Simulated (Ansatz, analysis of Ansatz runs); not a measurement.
# Li-H pair in ZnO: local vibrational mode against experiment

Subject: Li-H pair in ZnO. Wanted: its local vibrational mode, in one set-up (r2SCAN, 72-site cell, r2SCAN lattice, 500 eV, k: the single point 1/4 1/4 1/4). The model is a cell of 72 host atoms with Li put on another atom's site and H put in between. The frequencies come from force constants among the defect atom and its neighbours, with the masses of the isotopes named. A meta-GGA costs about twice a GGA and mends lattice constants and part of the gap.

Measured beforehand: O-H stretch, 1H: 3577.3 cm⁻¹ at 10 K, by IR absorption (quoted in “Hydrogen-related defects in hydrothermally grown ZnO studied by Fourier Transform Infrared Spectroscopy”, 2010, Halvard Haug, quoting earlier work (2006)). O-D stretch, 2H: 2644.4 cm⁻¹, by IR absorption (quoted in “Hydrogen-related defects in hydrothermally grown ZnO studied by Fourier Transform Infrared Spectroscopy”, 2010, Halvard Haug, quoting earlier work (2006)). The runs below try to reproduce this.

Calculated with Ansatz 0.2.0; plane-wave PAW DFT, r2SCAN; relaxation of all atoms of a defect supercell.

### 1. The starting structure

The cell holds 73 atoms: 35 Zn, 36 O, 1 Li and 1 H. Cell: a = 9.706 Å, b = 9.706 Å, c = 10.422 Å, α = 90.0°, β = 90.0°, γ = 120.0°. It derives from ZnO (space group P6_3mc). Nearest the centre at fractional (0.556, 0.444, 0.559): H73 at 0.62 Å, Li38 at 1.07 Å, O39 at 1.61 Å, O60 at 2.24 Å, O28 at 2.24 Å, O36 at 2.24 Å, Zn61 at 2.73 Å, Zn29 at 2.73 Å.

The host's primitive cell comes from a first run (plane-wave PAW DFT, r2SCAN; relaxation of the host's cell and atoms): vectors of 3.235, 3.235 and 5.211 Å. That is 11.81 Å³ an atom, 0.8 % under the diffraction cell's volume. The supercell is built on it.

### 2. Relaxation, charge 0

Every later number rests on the structure around the defect, so the atoms are relaxed at the host's lattice first.

relax/input.yaml

```yaml
relax:
  f_tol: 0.01
  max_steps: 80
  random_displacement: { amplitude: 0.02, seed: 75 }
crystal:
  lattice:
    - [9.70585879, 0.0, 0.0]
    - [-4.8529294, 8.40552028, 0.0]
    - [0.0, 0.0, 10.42205777]
  atoms:
    - { symbol: Zn, position: [0.111111111, 0.222222222, 0.249833671] }
    - { symbol: Zn, position: [0.222222222, 0.111111111, -0.000166329] }
    - { symbol: O, position: [0.222222222, 0.111111111, 0.189671329] }
    - { symbol: O, position: [0.111111111, 0.222222222, 0.439671329] }
    - { symbol: Zn, position: [0.111111111, 0.222222222, 0.749833671] }
    - { symbol: Zn, position: [0.222222222, 0.111111111, 0.499833671] }
    - { symbol: O, position: [0.222222222, 0.111111111, 0.689671329] }
    - { symbol: O, position: [0.111111111, 0.222222222, 0.939671329] }
    - { symbol: Zn, position: [0.111111111, 0.555555556, 0.249833671] }
    - { symbol: Zn, position: [0.222222222, 0.444444444, -0.000166329] }
    - { symbol: O, position: [0.222222222, 0.444444444, 0.189671329] }
    - { symbol: O, position: [0.111111111, 0.555555556, 0.439671329] }
    - { symbol: Zn, position: [0.111111111, 0.555555556, 0.749833671] }
    - { symbol: Zn, position: [0.222222222, 0.444444444, 0.499833671] }
    - { symbol: O, position: [0.222222222, 0.444444444, 0.689671329] }
    - { symbol: O, position: [0.111111111, 0.555555556, 0.939671329] }
    - { symbol: Zn, position: [0.111111111, 0.888888889, 0.249833671] }
    - { symbol: Zn, position: [0.222222222, 0.777777778, -0.000166329] }
    - { symbol: O, position: [0.222222222, 0.777777778, 0.189671329] }
    - { symbol: O, position: [0.111111111, 0.888888889, 0.439671329] }
    - { symbol: Zn, position: [0.111111111, 0.888888889, 0.749833671] }
    - { symbol: Zn, position: [0.222222222, 0.777777778, 0.499833671] }
    - { symbol: O, position: [0.222222222, 0.777777778, 0.689671329] }
    - { symbol: O, position: [0.111111111, 0.888888889, 0.939671329] }
    - { symbol: Zn, position: [0.444444444, 0.222222222, 0.249833671] }
    - { symbol: Zn, position: [0.555555556, 0.111111111, -0.000166329] }
    - { symbol: O, position: [0.555555556, 0.111111111, 0.189671329] }
    - { symbol: O, position: [0.444444444, 0.222222222, 0.439671329] }
    - { symbol: Zn, position: [0.444444444, 0.222222222, 0.749833671] }
    - { symbol: Zn, position: [0.555555556, 0.111111111, 0.499833671] }
    - { symbol: O, position: [0.555555556, 0.111111111, 0.689671329] }
    - { symbol: O, position: [0.444444444, 0.222222222, 0.939671329] }
    - { symbol: Zn, position: [0.444444444, 0.555555556, 0.249833671] }
    - { symbol: Zn, position: [0.555555556, 0.444444444, -0.000166329] }
    - { symbol: O, position: [0.555555556, 0.444444444, 0.189671329] }
    - { symbol: O, position: [0.444444444, 0.555555556, 0.439671329] }
    - { symbol: Zn, position: [0.444444444, 0.555555556, 0.749833671] }
    - { symbol: Li, position: [0.555555556, 0.444444444, 0.456656017] }
    - { symbol: O, position: [0.555555556, 0.444444444, 0.713658915] }
    - { symbol: O, position: [0.444444444, 0.555555556, 0.939671329] }
    - { symbol: Zn, position: [0.444444444, 0.888888889, 0.249833671] }
    - { symbol: Zn, position: [0.555555556, 0.777777778, -0.000166329] }
    - { symbol: O, position: [0.555555556, 0.777777778, 0.189671329] }
    - { symbol: O, position: [0.444444444, 0.888888889, 0.439671329] }
    - { symbol: Zn, position: [0.444444444, 0.888888889, 0.749833671] }
    - { symbol: Zn, position: [0.555555556, 0.777777778, 0.499833671] }
    - { symbol: O, position: [0.555555556, 0.777777778, 0.689671329] }
    - { symbol: O, position: [0.444444444, 0.888888889, 0.939671329] }
    - { symbol: Zn, position: [0.777777778, 0.222222222, 0.249833671] }
    - { symbol: Zn, position: [0.888888889, 0.111111111, -0.000166329] }
    - { symbol: O, position: [0.888888889, 0.111111111, 0.189671329] }
    - { symbol: O, position: [0.777777778, 0.222222222, 0.439671329] }
    - { symbol: Zn, position: [0.777777778, 0.222222222, 0.749833671] }
    - { symbol: Zn, position: [0.888888889, 0.111111111, 0.499833671] }
    - { symbol: O, position: [0.888888889, 0.111111111, 0.689671329] }
    - { symbol: O, position: [0.777777778, 0.222222222, 0.939671329] }
    - { symbol: Zn, position: [0.777777778, 0.555555556, 0.249833671] }
    - { symbol: Zn, position: [0.888888889, 0.444444444, -0.000166329] }
    - { symbol: O, position: [0.888888889, 0.444444444, 0.189671329] }
    - { symbol: O, position: [0.777777778, 0.555555556, 0.439671329] }
    - { symbol: Zn, position: [0.777777778, 0.555555556, 0.749833671] }
    - { symbol: Zn, position: [0.888888889, 0.444444444, 0.499833671] }
    - { symbol: O, position: [0.888888889, 0.444444444, 0.689671329] }
    - { symbol: O, position: [0.777777778, 0.555555556, 0.939671329] }
    - { symbol: Zn, position: [0.777777778, 0.888888889, 0.249833671] }
    - { symbol: Zn, position: [0.888888889, 0.777777778, -0.000166329] }
    - { symbol: O, position: [0.888888889, 0.777777778, 0.189671329] }
    - { symbol: O, position: [0.777777778, 0.888888889, 0.439671329] }
    - { symbol: Zn, position: [0.777777778, 0.888888889, 0.749833671] }
    - { symbol: Zn, position: [0.888888889, 0.777777778, 0.499833671] }
    - { symbol: O, position: [0.888888889, 0.777777778, 0.689671329] }
    - { symbol: O, position: [0.777777778, 0.888888889, 0.939671329] }
    - { symbol: H, position: [0.555555999, 0.444444001, 0.618595329] }
basis:
  ecutwfc: 500
  xc_grid: 2
hamiltonian:
  xc: r2scan
kpoints:
  mp_grid: { grid: [1, 1, 1], shift: [0.25, 0.25, 0.25] }
scf:
  occupations: { method: fermi_dirac, width: 0.01 }
  max_iter: 120
output:
  forces: true
checkpoint:
  write: "../relax.run"
  compress: false
  write_wavefunctions: true
  write_every: 100000
```

Started as:

```bash
$ ansatz run input.yaml --threads 2 --pin off --max-ram 4710MiB --backend cpu --events-out ev --progress --plain --runs-dir out
```

Numbers of over 12 decimals in the logs are rounded to 6 here.

The log of the run:

```text
[... repeated set-up lines and file paths are left out, and long positions are rounded to six places ...]
Engine: ansatz 0.2.0, aarch64-unknown-linux-gnu
Pseudopotentials: kind: paw
Pseudopotential: Zn, paw, valence charge 12, recommended cutoff 500 eV (meta_gga), Zn.paw.azcp
Pseudopotential: O, paw, valence charge 6, recommended cutoff 500 eV (meta_gga), O.paw.azcp
Pseudopotential: Li, paw, valence charge 3, recommended cutoff 500 eV (meta_gga), Li.paw.azcp
Pseudopotential: H, paw, valence charge 1, recommended cutoff 500 eV (meta_gga), H.paw.azcp
Functional definition: r2SCAN
  parameter k0 = 0.174
  parameter k1 = 0.065
  parameter a1 = 4.9479
  exchange = r2scan_x(k0 = k0, k1 = k1, a1 = a1)
  correlation = r2scan_c
Crystal: 73 atoms, lattice volume = 850.261 Å³
Basis set: ecut = 500 eV, 21585 PW (Γ), exchange–correlation on 144×144×160 points (8 copies of the dense FFT grid, shifted against one another)
Bands: 393, of which v1, the nominal top of the filled ones, is band 320 counted from 1 (319 counted from 0)
Symmetry: 1 space group operations
k-points: 1
Non-local potential: Zn, projectors of the file, l = 0: 2, l = 1: 2, l = 2: 3, l = 3: 1
Non-local potential: O, projectors of the file, l = 0: 2, l = 1: 2, l = 2: 1
Non-local potential: Li, projectors of the file, l = 0: 3, l = 1: 2, l = 2: 1
Non-local potential: H, projectors of the file, l = 0: 2, l = 1: 1
PAW form: soft (Blöchl's): semilocal exchange-correlation on the pseudo side does not see the compensation charge
PAW frozen core: Zn, regenerated for the run's functional (the file was generated under x = pbe(κ = 0.804, μ = 0.219515), c = pbe(β = 0.066725))
PAW frozen core: O, regenerated for the run's functional (the file was generated under x = pbe(κ = 0.804, μ = 0.219515), c = pbe(β = 0.066725))
PAW one-centre angular grid: Zn, 590 points (default); XC on 261 of its mesh's 2673 points in the sphere
PAW one-centre angular grid: O, 302 points (default); XC on 160 Gauss nodes
PAW one-centre angular grid: Li, 302 points (default); XC on 327 of its mesh's 2665 points in the sphere
PAW one-centre angular grid: H, 302 points (default); XC on 160 Gauss nodes
Initial density: superposition of atomic densities (neutral atoms: chi_scale 0, normalization atom), corrected by the library's trained network
Initial wavefunctions: pseudopotential atomic-orbital guess
Functional: x = r2scan, c = r2scan; τ floored in thin density (d = 2e-4 eV/Å³)
SCF iter   1: F=—  HF=-137112.798680 eV  |F-HF|=—  |Δ(HF+E_count)|=         —  Δρ=1.99e-2  dr2=1.62e0  dr2_τ=1.81e0  ethr=1.77e-3  ⟨swp⟩=6.0  Hψ=1674  notcnv=0  defer=6
preconditioner: auto → Resta (q_TF=auto, 2.602 Å⁻¹)  ε∞=6.5  [insulator: Δε(μ)=2.877 eV  Ē_g=13.757 eV  σ=0.010 eV  W_gap=1.00  n_scr=242 (ndim 8)  ℏωp=32.2 eV  f_vac=0.035  D(μ)=0.00/eV (n_scr^D=0)  ε∞_Penn≈6.5]
SCF iter   2: F=—  HF=-137113.234506 eV  |F-HF|=—  |Δ(HF+E_count)|=   4.36e-1  Δρ=4.93e-3  dr2=1.68e-1  dr2_τ=1.16e-2  ethr=2.53e-4  ⟨swp⟩=2.0  Hψ=740  notcnv=0  defer=67
SCF iter   3: F=—  HF=-137113.188866 eV  |F-HF|=—  |Δ(HF+E_count)|=   4.56e-2  Δρ=4.68e-3  dr2=9.41e-2  dr2_τ=3.65e-3  ethr=2.63e-5  ⟨swp⟩=2.0  Hψ=614  notcnv=0  defer=67
SCF iter   4: F=—  HF=-137113.168604 eV  |F-HF|=—  |Δ(HF+E_count)|=   2.03e-2  Δρ=5.34e-4  dr2=1.96e-3  dr2_τ=3.81e-4  ethr=1.47e-5  ⟨swp⟩=3.0  Hψ=615  notcnv=0  defer=67
SCF iter   5: F=—  HF=-137113.170717 eV  |F-HF|=—  |Δ(HF+E_count)|=   2.11e-3  Δρ=2.74e-4  dr2=4.64e-4  dr2_τ=3.10e-5  ethr=3.06e-7  ⟨swp⟩=2.0  Hψ=533  notcnv=0  defer=67
SCF iter   6: F=—  HF=-137113.171037 eV  |F-HF|=—  |Δ(HF+E_count)|=   3.19e-4  Δρ=9.85e-5  dr2=6.34e-5  dr2_τ=7.09e-6  ethr=7.24e-8  ⟨swp⟩=2.0  Hψ=645  notcnv=0  defer=67
SCF iter   7: F=—  HF=-137113.171027 eV  |F-HF|=—  |Δ(HF+E_count)|=   1.01e-5  Δρ=4.04e-5  dr2=9.60e-6  dr2_τ=5.79e-7  ethr=9.90e-9  ⟨swp⟩=3.0  Hψ=648  notcnv=0  defer=67
SCF iter   8: F=-137113.171029 eV  HF=-137113.171029 eV  |F-HF|=7.64e-7  |Δ(HF+E_count)|=   2.72e-6  Δρ=1.71e-5  dr2=2.22e-6  dr2_τ=1.39e-7  ethr=3.91e-10  ⟨swp⟩=5.0  Hψ=1527  notcnv=0
SCF 1 converged in 8 iterations: F = -137113.171029 eV  dr2 = 2.22e-6
  greatest PAW one-centre occupation: 0.999 electrons in one spin orbital (limit 2), on the Li atom at site 37 (counted from 0), in its partial waves of l = 0
relax step   1: F+E_penalty+E_count = -137113.17102852 eV  Δ(F+E_penalty+E_count) = +0.000e0 eV  max|allowed force component| = 3.505e0 eV/Å  Δτ_max = 0.0000 Å  (8 SCF iters, dr2 threshold 2.50e-6 eV, accepted)
[... the SCF cycles and remarks between the steps are left out from here to the last step ...]
relax step   2: F+E_penalty+E_count = -137113.81132330 eV  Δ(F+E_penalty+E_count) = -6.403e-1 eV  max|allowed force component| = 1.622e0 eV/Å  Δτ_max = 0.1702 Å  (6 SCF iters, dr2 threshold 1.00e-4 eV, accepted)
relax step   3: F+E_penalty+E_count = -137114.11622954 eV  Δ(F+E_penalty+E_count) = -3.049e-1 eV  max|allowed force component| = 3.146e-1 eV/Å  Δτ_max = 0.1916 Å  (7 SCF iters, dr2 threshold 1.00e-4 eV, accepted)
relax step   4: F+E_penalty+E_count = -137114.13356004 eV  Δ(F+E_penalty+E_count) = -1.733e-2 eV  max|allowed force component| = 4.138e-2 eV/Å  Δτ_max = 0.0348 Å  (7 SCF iters, dr2 threshold 6.19e-6 eV, accepted)
relax step   5: F+E_penalty+E_count = -137114.13578955 eV  Δ(F+E_penalty+E_count) = -2.230e-3 eV  max|allowed force component| = 2.373e-2 eV/Å  Δτ_max = 0.0164 Å  (8 SCF iters, dr2 threshold 1.07e-7 eV, accepted)
relax step   6: F+E_penalty+E_count = -137114.13597293 eV  Δ(F+E_penalty+E_count) = -1.834e-4 eV  max|allowed force component| = 1.285e-2 eV/Å  Δτ_max = 0.0149 Å  (7 SCF iters, accepted)
relax step   7: F+E_penalty+E_count = -137114.13481145 eV  Δ(F+E_penalty+E_count) = +1.161e-3 eV  max|allowed force component| = 3.258e-2 eV/Å  Δτ_max = 0.0106 Å  (8 SCF iters, rejected (line search))
SCF iter   1: F=—  HF=-137114.133183 eV  |F-HF|=—  |Δ(HF+E_count)|=         —  Δρ=1.25e-3  dr2=5.66e-3  dr2_τ=2.38e-2  ethr=9.36e-6  ⟨swp⟩=5.0  Hψ=1095  notcnv=0  defer=67
SCF iter   2: F=—  HF=-137114.135365 eV  |F-HF|=—  |Δ(HF+E_count)|=   2.18e-3  Δρ=6.05e-4  dr2=1.12e-3  dr2_τ=5.44e-5  ethr=8.85e-7  ⟨swp⟩=2.0  Hψ=777  notcnv=0  defer=67
SCF iter   3: F=—  HF=-137114.135357 eV  |F-HF|=—  |Δ(HF+E_count)|=   7.94e-6  Δρ=9.68e-5  dr2=5.23e-5  dr2_τ=1.06e-5  ethr=1.76e-7  ⟨swp⟩=2.0  Hψ=645  notcnv=0  defer=67
SCF iter   4: F=—  HF=-137114.136054 eV  |F-HF|=—  |Δ(HF+E_count)|=   6.97e-4  Δρ=4.82e-5  dr2=1.45e-5  dr2_τ=2.35e-6  ethr=8.18e-9  ⟨swp⟩=2.0  Hψ=645  notcnv=0  defer=67
SCF iter   5: F=—  HF=-137114.136056 eV  |F-HF|=—  |Δ(HF+E_count)|=   2.28e-6  Δρ=1.49e-5  dr2=2.18e-6  dr2_τ=8.86e-8  ethr=2.27e-9  ⟨swp⟩=2.0  Hψ=612  notcnv=0  defer=67
SCF iter   6: F=—  HF=-137114.136056 eV  |F-HF|=—  |Δ(HF+E_count)|=   1.55e-8  Δρ=8.49e-6  dr2=6.34e-7  dr2_τ=1.24e-8  ethr=3.40e-10  ⟨swp⟩=2.0  Hψ=645  notcnv=0  defer=67
SCF iter   7: F=—  HF=-137114.136056 eV  |F-HF|=—  |Δ(HF+E_count)|=   1.80e-7  Δρ=3.47e-6  dr2=1.31e-7  dr2_τ=3.49e-9  ethr=9.90e-11  ⟨swp⟩=4.0  Hψ=860  notcnv=0  defer=67
SCF iter   8: F=-137114.136056 eV  HF=-137114.136056 eV  |F-HF|=7.86e-9  |Δ(HF+E_count)|=   2.00e-8  Δρ=1.46e-6  dr2=1.56e-8  dr2_τ=1.78e-9  ethr=1.56e-11  ⟨swp⟩=4.0  Hψ=1246  notcnv=0
SCF 8 converged in 8 iterations: F = -137114.136056 eV  dr2 = 1.56e-8
relax step   8: F+E_penalty+E_count = -137114.13605623 eV  Δ(F+E_penalty+E_count) = -8.330e-5 eV  max|allowed force component| = 4.137e-3 eV/Å  Δτ_max = 0.0034 Å  (8 SCF iters, accepted)
NSCF: frozen V_eff on 1 k-points
the band table was solved once a step of the walk had ended and its energy, with any forces and stress, was formed, with the checks that follow a solve (1333 applications of the Hamiltonian). They found nothing against the state; [...]
iter 1 solved again at ethr=2.46e-12 eV; its pass at ethr=3.10e-3 eV (dr2=1.58e-8 eV) is discarded
SCF iter   1: F=—  HF=-137114.136056 eV  |F-HF|=—  |Δ(HF+E_count)|=         —  Δρ=1.46e-6  dr2=1.56e-8  dr2_τ=1.77e-9  ethr=2.46e-12  ⟨swp⟩=2.0  Hψ=1409  notcnv=0
SCF iter   2: F=-137114.136056 eV  HF=-137114.136056 eV  |F-HF|=4.37e-10  |Δ(HF+E_count)|=   1.28e-9  Δρ=5.36e-7  dr2=3.62e-9  dr2_τ=3.39e-10  ethr=2.44e-12  ⟨swp⟩=3.0  Hψ=1036  notcnv=0
SCF 9 converged in 2 iterations: F = -137114.136056 eV  dr2 = 3.62e-9
NSCF: frozen V_eff on 1 k-points
the band table was solved once a step of the walk had ended and its energy, with any forces and stress, was formed, with the checks that follow a solve (1093 applications of the Hamiltonian). They found nothing against the state; [...]
SCF converged after 2 iterations
Free energy (F): -137114.136056 eV
Harris-Foulkes:  -137114.136056 eV  (|F-HF|=4.37e-10)
Internal energy: -137114.136056 eV  (E = F + TS)
E sigma→0 (E₀):  -137114.136056 eV
Fermi energy:    8.044455 eV
--- Per-component energies (eV) ---
  E_band       = 689.026156
  E_kinetic    = 10938.707600
  E_local      = -71469.721029  (includes V_loc(G=0)·N_el)
  E_nonlocal   = 23509.720391
  E_hartree    = 29498.027689
  E_xc         = -6967.937924
  E_vxc        = -5662.615445  (∫ρ·V_xc dr)
  E_paw        = -70688.929436  (= ΣΔE_a)
  E_vpaw       = -15967.424827  (= ΣTr[D̂ρ^β])
  E_aug_tail   = 0.032822  (compensation charges beyond the density's cutoff)
  E_vtau       = 344.270943  (kinetic-family band-sum trace: ∫τ·v_τ [+ j·A + Jᵃ·Aᵃ] dr)
  E_ewald      = -51926.494640
  E_core_change = -7.541529  (= ΣΔE_core)
  E_smearing   = -0.000000  (= −TS)
  E_closure    = 0.000000  (closes the sum)
  Σ components = -137114.136056   (vs F -137114.136056, Δ=0.00e0)
--- Forces (eV/Å), atoms counted from 1 ---
  atom   1  Zn     0.00044718     0.00023180    -0.00224134
  atom   2  Zn     0.00054718     0.00022577    -0.00167774
  [... 25 atoms left out ...]
  atom  28  O      0.00071524     0.00058658    -0.00624468
  atom  29  Zn     0.00007834     0.00115912    -0.00424377
  atom  30  Zn     0.00014038    -0.00150322    -0.00307913
  [... 5 atoms left out ...]
  atom  36  O     -0.00259943     0.00095419    -0.00272810
  atom  37  Zn    -0.00116896     0.00111148    -0.00192364
  atom  38  Li     0.00033901    -0.00257695    -0.00294377
  atom  39  O      0.00239513    -0.00335767    -0.00390922
  [... 20 atoms left out ...]
  atom  60  O      0.00294312     0.00020500    -0.00321959
  atom  61  Zn    -0.00018906     0.00042977    -0.00253600
  [... 11 atoms left out ...]
  atom  73  H     -0.00049118     0.00017294    -0.00260833
  max |Σ_I F_I| component: 1.54e-1 eV/Å
--- Band table (eV) ---
  k-point 0: bands = ["-37.3860", "-14.1433", "-12.1835", "-12.0749", [... 385 left out ...] "17.6793", "17.7015", "17.7623", "17.8244"]
--- Relaxed structure (8 steps of the walk, 7 accepted, 0 SCFs on fresh bases) ---
  F+E_penalty+E_count = -137114.13605623 eV   max|allowed force component| = 4.137e-3 eV/Å
  atoms:
    - { symbol: Zn, position: [0.110619, 0.222239, 0.251154] }
    - { symbol: Zn, position: [0.220782, 0.109811, 0.000280] }
    [... 25 atoms left out ...]
    - { symbol: O, position: [0.445462, 0.223062, 0.438331] }
    - { symbol: Zn, position: [0.438686, 0.210693, 0.755982] }
    - { symbol: Zn, position: [0.555026, 0.114699, 0.498474] }
    [... 5 atoms left out ...]
    - { symbol: O, position: [0.444678, 0.555579, 0.437857] }
    - { symbol: Zn, position: [0.438904, 0.561329, 0.755599] }
    - { symbol: Li, position: [0.555204, 0.444995, 0.417764] }
    - { symbol: O, position: [0.555924, 0.444375, 0.704724] }
    [... 20 atoms left out ...]
    - { symbol: O, position: [0.777104, 0.554699, 0.438322] }
    - { symbol: Zn, position: [0.789540, 0.561537, 0.756020] }
    [... 11 atoms left out ...]
    - { symbol: H, position: [0.556786, 0.443722, 0.612111] }
```

Elapsed: 11 min, on 2 threads of Arm Neoverse V1, shared host; peak memory 2.8 GiB.

(Continued in part 2 of 2.)

[Logs are printed without paths, hosts, clocks, repeated set-up lines and the standing remarks that a program may print on its own settings, such as how far it seeks lower states.]

[Hosts, paths, dates, database ids (printed as entryN), source tags and the programs' standing remarks are cut or masked in the printed files.]

[For some hosts the program warned that the k-mesh of the response run may be too coarse for force constants and the static dielectric constant; such warnings are not shown here.]
